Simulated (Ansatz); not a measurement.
## Moving the knobs of a GW run on KF (Carobbiite)

Aim: change settings of a G0W0 run on KF (Carobbiite) and see what moves.

Main program and level: Ansatz 0.2.0; G0W0 on PBE, plane waves, PAW; PAW set soft_1.

## 1. Set-up

Symmetry: Fm-3m, No. 225, cubic system. Conventional cell: a = 5.344 Å, b = 5.344 Å, c = 5.344 Å, α = 90.00°, β = 90.00°, γ = 90.00°. K has 6 F at 2.67 Å nearest. Nearest to F lie 6 K at 2.67 Å. Farther neighbours and most contacts between anions are not listed.

Structure file:

```cif
data_structure
_symmetry_space_group_name_H-M 'P 1'
_symmetry_Int_Tables_number 1
_cell_length_a 3.7786
_cell_length_b 3.7786
_cell_length_c 3.7786
_cell_angle_alpha 60.000
_cell_angle_beta 60.000
_cell_angle_gamma 60.000
_cell_volume 38.15
loop_
_atom_site_label
_atom_site_type_symbol
_atom_site_fract_x
_atom_site_fract_y
_atom_site_fract_z
_atom_site_occupancy
K1 K 0.00000 0.00000 0.00000 1
F2 F 0.50000 0.50000 0.50000 1
```

The cell and positions come from the Crystallography Open Database and are kept as given unless a step says otherwise.

## 2. The base run: 6×6×6 mesh, 40 empty bands, screening to 60 eV, PAW set soft_1 files

Now the one-shot GW correction: screening in the RPA, then the self-energy of the levels asked for. This step takes PAW set soft_1 files.

input.yaml

```yaml
crystal:
  lattice:
    - [0.0, 2.67185, 2.67185]
    - [2.67185, 0.0, 2.67185]
    - [2.67185, 2.67185, 0.0]
  atoms:
    - { symbol: K, position: [0.0, 0.0, 0.0] }
    - { symbol: F, position: [0.5, 0.5, 0.5] }
kpoints:
  mp_grid: { grid: [6, 6, 6] }
hamiltonian:
  xc: pbe
  pseudopotentials: { kind: paw, azcp: { folder: soft_1 } }
scf:
  occupations: { method: fixed }
gw:
  n_empty_bands: 40
  ecut_chi: 60
  qp_bands: [v2, c2]
  qp_kpoints: band_edges
  screening: { model: contour_deformation }
```

The run is started by

```bash
$ ansatz run input.yaml --threads 24 --pin off --max-ram 82944MiB --backend cuda --events-out ev --progress --plain --runs-dir out --devices 1 --max-vram 78GiB
```

Numbers of over 12 decimals in the logs are rounded to 6 here.

Output:

```text
GPUs: using 1 of 1 available (devices: 1).
Engine: ansatz 0.2.0, aarch64-unknown-linux-gnu
Pseudopotentials: kind: paw
Pseudopotential: K, paw, valence charge 9, recommended cutoff 420 eV (normal), soft_1/K.paw.azcp
Pseudopotential: F, paw, valence charge 7, recommended cutoff 420 eV (normal), soft_1/F.paw.azcp
Functional definition: PBE
  parameter kappa = 0.804
  parameter beta = 0.066725
  exchange = pbe_x(kappa = kappa, mu = beta*pi^2/3)
  correlation = pbe_c(beta = beta)
[...]
Crystal: 2 atoms, lattice volume = 38.148 Å³
Basis set: ecut = 420 eV, 725 PW (Γ)
Bands: 12, of which v1, the nominal top of the filled ones, is band 8 counted from 1 (7 counted from 0)
Symmetry: 48 space group operations
Space group: Fm-3m (ITA 225), of the structure as read, at distance tolerance 3.4e-5 Å
k-points: 16 of 216
Non-local potential: K, projectors of the file, l = 0: 3, l = 1: 2, l = 2: 2
Non-local potential: F, projectors of the file, l = 0: 2, l = 1: 2, l = 2: 1
PAW form: soft (Blöchl's): semilocal exchange-correlation on the pseudo side does not see the compensation charge
PAW one-centre angular grid: K, 110 points (default); XC on 64 Gauss nodes
PAW one-centre angular grid: F, 110 points (default); XC on 64 Gauss nodes
Initial density: superposition of atomic densities (chi_scale 0.1, normalization cell, long waves kept (reshape's long-wave potential 0.00 eV rms))
Initial wavefunctions: pseudopotential atomic-orbital guess
[...]
Functional: x = pbe(κ = 0.804, μ = 0.219515), c = pbe(β = 0.066725)
SCF iter   1: F=—  HF=-2351.883760 eV  |F-HF|=—  |Δ(HF+E_count)|=         —  Δρ=1.97e-1  dr2=1.28e1  ethr=3.10e-3  ⟨swp⟩=4.0  Hψ=1092  notcnv=0  defer=19
preconditioner: auto → none  [insulator: Δε(μ)=2.264 eV  Ē_g=15.954 eV  n_scr=14 (ndim 8)  ℏωp=22.5 eV  f_vac=0.000  ε∞_Penn≈3.0]
SCF iter   2: F=—  HF=-2350.765481 eV  |F-HF|=—  |Δ(HF+E_count)|=    1.12e0  Δρ=1.66e-1  dr2=6.56e0  ethr=3.10e-3  ⟨swp⟩=3.9  Hψ=636  notcnv=0  defer=26
SCF iter   3: F=—  HF=-2348.795770 eV  |F-HF|=—  |Δ(HF+E_count)|=    1.97e0  Δρ=2.79e-2  dr2=2.31e-1  ethr=3.10e-3  ⟨swp⟩=2.5  Hψ=501  notcnv=0  defer=17
SCF iter   4: F=—  HF=-2348.806227 eV  |F-HF|=—  |Δ(HF+E_count)|=   1.05e-2  Δρ=1.25e-2  dr2=4.16e-2  ethr=1.45e-3  ⟨swp⟩=2.0  Hψ=466  notcnv=0  defer=30
SCF iter   5: F=—  HF=-2348.800113 eV  |F-HF|=—  |Δ(HF+E_count)|=   6.11e-3  Δρ=1.24e-3  dr2=5.46e-4  ethr=2.60e-4  ⟨swp⟩=2.1  Hψ=395  notcnv=0  defer=30
SCF iter   6: F=—  HF=-2348.800678 eV  |F-HF|=—  |Δ(HF+E_count)|=   5.64e-4  Δρ=4.21e-4  dr2=7.11e-5  ethr=3.41e-6  ⟨swp⟩=2.9  Hψ=352  notcnv=0  defer=30
SCF iter   7: F=—  HF=-2348.800705 eV  |F-HF|=—  |Δ(HF+E_count)|=   2.71e-5  Δρ=9.08e-5  dr2=3.51e-6  ethr=4.44e-7  ⟨swp⟩=2.0  Hψ=274  notcnv=0  defer=21
SCF iter   8: F=—  HF=-2348.800705 eV  |F-HF|=—  |Δ(HF+E_count)|=   8.49e-8  Δρ=3.01e-5  dr2=3.89e-7  ethr=2.19e-8  ⟨swp⟩=2.1  Hψ=243  notcnv=0  defer=28
SCF iter   9: F=-2348.800704 eV  HF=-2348.800704 eV  |F-HF|=1.64e-9  |Δ(HF+E_count)|=   9.25e-8  Δρ=2.25e-6  dr2=1.90e-9  ethr=6.25e-10  ⟨swp⟩=4.2  Hψ=837  notcnv=0
SCF 1 converged in 9 iterations: F = -2348.800704 eV  dr2 = 1.90e-9
[...]
NSCF: frozen V_eff on 16 k-points, pencils in batches of 32, up to order 48
[...]
NSCF: frozen V_eff on 16 k-points
G₀W₀ screening: q 1/16
[... further progress lines ...]
[...]
NSCF: frozen V_eff on 1 k-points
[...]
NSCF: frozen V_eff on 1 k-points
SCF converged after 9 iterations
Free energy (F): -2348.800704 eV
Harris-Foulkes:  -2348.800704 eV  (|F-HF|=1.64e-9)
Internal energy: -2348.800704 eV  (E = F + TS)
E sigma→0 (E₀):  -2348.800704 eV
Fermi energy:    1.451312 eV
--- Per-component energies (eV) ---
  E_band       = -125.308289
  E_kinetic    = 454.184109
[...]
1    10     11.7506    -5.0473    -3.1727   -10.5893  0.8836    14.1608    14.1199  root
     2     7      1.1885   -30.1006     5.3833   -22.3105  0.7946    -1.2974    -1.2183  root
     2     8      1.1885   -30.1006     5.3833   -22.3105  0.7946    -1.2974    -1.2183  root
     2     9      9.9263    -6.8284    -2.7847   -11.1303  0.8810    11.4575    11.4435  root
     2    10     11.5392    -4.9225    -3.0923    -9.9386  0.8838    13.4894    13.4629  root
     3     7      1.1045   -29.8964     5.3768   -22.1004  0.7942    -1.3958    -1.3147  root
     3     8      1.1045   -29.8964     5.3768   -22.1004  0.7942    -1.3958    -1.3147  root
     3     9     10.5312    -7.2715    -2.7726   -11.9940  0.8760    12.5066    12.4811  root
[...]
15     7      1.2594   -30.1333     5.2570   -22.4698  0.7987    -1.2234    -1.1471  root
    15     8      1.3334   -30.3738     5.3163   -22.6669  0.7976    -1.1324    -1.0573  root
    15     9     10.4060    -4.6988    -2.9662    -9.5948  0.8871    12.3596    12.3358  root
    15    10     12.0721    -5.9538    -3.0576   -10.9959  0.8752    14.0888    14.0566  root
```

The job ended after 3.9 s (1 × NVIDIA GB200 (shared by 2 runs) with 24 threads of Arm Neoverse V2, shared host; peak memory 1.1 GiB).

This step gave:

```
bands summed                                 : 48
RPA ε∞ on this mesh (eigenvalues)            : 1.901, 1.901, 1.901
plane waves in the screening matrix          : 51
q-points in the mesh                         : 216
G0W0 gap on the mesh                         : 9.631 eV
k of the valence top                         : 0, 0, 0
k of the conduction bottom                   : 0, 0, 0
starting gap on the mesh                     : 6.182 eV
Z at the valence top                         : 0.7958
Z at the conduction bottom                   : 0.8951
least direct G0W0 gap on the computed points : 9.631 eV
```

The gap on the mesh goes from 6.18 eV to 9.63 eV, a correction of +3.45 eV. Between the two edge states, bare exchange in place of the xc potential would open the gap by 11.77 eV, and correlation takes back 8.32 eV.

## 3. Variant: static remainder

This step: G0W0 on PBE, plane waves, norm-conserving pseudopotentials.

input.yaml, the sections that differ from step 2:

```yaml
kpoints:
  mp_grid: { grid: [4, 4, 4] }
hamiltonian:
  xc: pbe
  pseudopotentials: { kind: nc }
gw:
  n_empty_bands: 40
  ecut_chi: 100
  qp_bands: [v2, c2]
  qp_kpoints: band_edges
  screening: { model: contour_deformation }
  static_remainder: true
# crystal, scf: as in step 2
```

Output:

```text
Warning: gw takes pair_densities: pseudo, which can misplace gaps by tens of per cent, since gw.static_remainder lacks the terms of the atoms
GPUs: using 1 of 1 available (devices: 1).
[...]
device memory: the entry about to start is reckoned to put 3.2 GiB on a device that reports 177.9 GiB free (of which the cap on the GPU budget leaves the run 78.0 GiB)
GPU FFT provider: cuFFT
GPU libraries: cuBLAS 13.8.1, cuFFT 12.4.0, cuSOLVER 12.3.2
GPU matrix products: emulated (plane waves: as basis.precision tells), large ones in fixed point in workspaces of 1.00 GiB
Crystal: 2 atoms, lattice volume = 38.148 Å³
Basis set: ecut = 1320 eV, 4111 PW (Γ)
Bands: 12, of which v1, the nominal top of the filled ones, is band 8 counted from 1 (7 counted from 0)
[... 1 set-up line as in the run before ...]
[...]
k-points: 8 of 64
[...]
GPU buffer pool allocated for 91125 grid points (all kernels)
GPU transforms: local potential and band sums: pruned to the plane-wave sphere, on 45×45×45
[...]
SCF iter   1: F=—  HF=-1458.524179 eV  |F-HF|=—  |Δ(HF+E_count)|=         —  Δρ=2.02e-1  dr2=1.30e1  ethr=3.10e-3  ⟨swp⟩=5.1  Hψ=593  notcnv=0  defer=7
[...]
SCF iter   9: F=-1455.329327 eV  HF=-1455.329327 eV  |F-HF|=4.49e-9  |Δ(HF+E_count)|=   1.76e-8  Δρ=4.18e-6  dr2=5.43e-9  ethr=6.25e-10  ⟨swp⟩=6.8  Hψ=573  notcnv=0
SCF 1 converged in 9 iterations: F = -1455.329327 eV  dr2 = 5.43e-9
[...]
NSCF: frozen V_eff on 8 k-points
[...]
G₀W₀ screening: q 1/8
[... further progress lines ...]
[...]
SCF converged after 9 iterations
[...]
k-point 7: bands = [... 4 lower, -7.9188, 1.1460, 1.3866, 1.3866, 11.2804, 11.2804, 12.7308, 14.8814]
--- G₀W₀: contour deformation, 5 samples at zero and on the imaginary axis and 2 off it, 64 q-points, 40 empty bands' worth ---
  eigenvalues of the whole cell's RPA ε∞ on this k-mesh (on a slab, of 1 + 4πα/V) = 1.9024, 1.9024, 1.9024; static W/v taken at q = 0 is 0.525663
  static-remainder magnitude (band-truncation diagnostic): 0.7852 eV
  bands read: the sum over 48 bands ends inside a degenerate multiplet in 3 slots, whose members it reads at an even weight; the widest, k=0: bands 47 to 49 (counted from 1) at 2/3 each
  gw.qp_kpoints: band_edges: 8 of 8 stored k-points solved, in 1 pass; an edge of the gap read off the rows below is read off those points alone
    ik  band        ε_KS         Σx   Σc(E_QP)       V_xc       Z   E_QP_lin       E_QP  E_QP is
     0     7      1.5494   -29.9687     5.2871   -22.2432  0.7892    -0.9669    -0.8889  root
     0     8      1.5494   -29.9687     5.2871   -22.2432  0.7892    -0.9669    -0.8889  root
     0     9      7.7218    -3.9923    -3.0128    -7.9501  0.8932     8.6712     8.6667  root
     0    10     12.2189    -4.9764    -3.5822   -10.8298  0.8824    14.5267    14.4901  root
     1     7      1.3722   -29.5444     5.2691   -21.8165  0.7888    -1.1681    -1.0866  root
     1     8      1.3722   -29.5444     5.2691   -21.8165  0.7888    -1.1681    -1.0866  root
     1     9      9.2323    -5.3428    -2.9619    -9.4235  0.8836    10.3579    10.3510  root
     1    10     11.6357    -4.6376    -3.3798    -9.8803  0.8825    13.5225    13.4986  root
[...]
7     7      1.3866   -29.2946     5.1439   -21.6574  0.7918    -1.1888    -1.1066  root
     7     8      1.3866   -29.2946     5.1439   -21.6574  0.7918    -1.1888    -1.1066  root
     7     9     11.2804    -4.9462    -3.2528    -9.9069  0.8802    13.0080    12.9882  root
     7    10     11.2804    -4.9462    -3.2528    -9.9069  0.8802    13.0080    12.9882  root
[key lines of the parts left out:]
Free energy (F): -1455.329327 eV
Fermi energy:    1.549420 eV
```

Elapsed: 1.9 s, on 1 × NVIDIA GB200 (shared by 2 runs) with 24 threads; peak memory 1.1 GiB; 3.6 s of CPU time.

Against the base:

```csv
setting,base,variant
files,PAW set soft_1,norm-conserving
mesh,6×6×6,4×4×4
screening cutoff (eV),60,100
static remainder,-,true
```

```csv
quantity,variant,base
starting gap on the mesh,6.172,6.182
G0W0 gap on the mesh,9.556,9.631
least direct G0W0 gap on the computed points,9.556,9.631
Z at the valence top,0.789,0.796
Z at the conduction bottom,0.893,0.895
```

## 4. What came out

| Item | Value |
| --- | --- |
| base | 9.63 eV, 3.9 s |
| static remainder | 9.56 eV, 1.9 s |

Static remainder: the gap moves by −0.08 eV and the time by a factor of 0.48 (the plane-wave cutoff goes from 420 to 1320 eV); such settings are too crude to quote. The variant differs from the base in files, mesh, screening cutoff and static remainder together, so the change can't be laid to one of them. This option needs pseudo pair densities, which the log warns can misplace gaps. All runs here use a coarse mesh and modest cutoffs; they test settings and are not final values.

[Paths, hosts, dates, memory and timing lines, banners, echoed tables and standing remarks are left out of the program output.]

[Logs are printed without paths, hosts, clocks, repeated set-up lines and the standing remarks that a program may print on its own settings, such as how far it seeks lower states.]

[Runs of the session that timed out or met a known fault of the program may be left out.]

[Cells called generated may have been cut or substituted from an entry of the Crystallography Open Database or the Materials Project.]

[Hosts, paths, dates, database ids (printed as entryN), source tags and the programs' standing remarks are cut or masked in the printed files.]
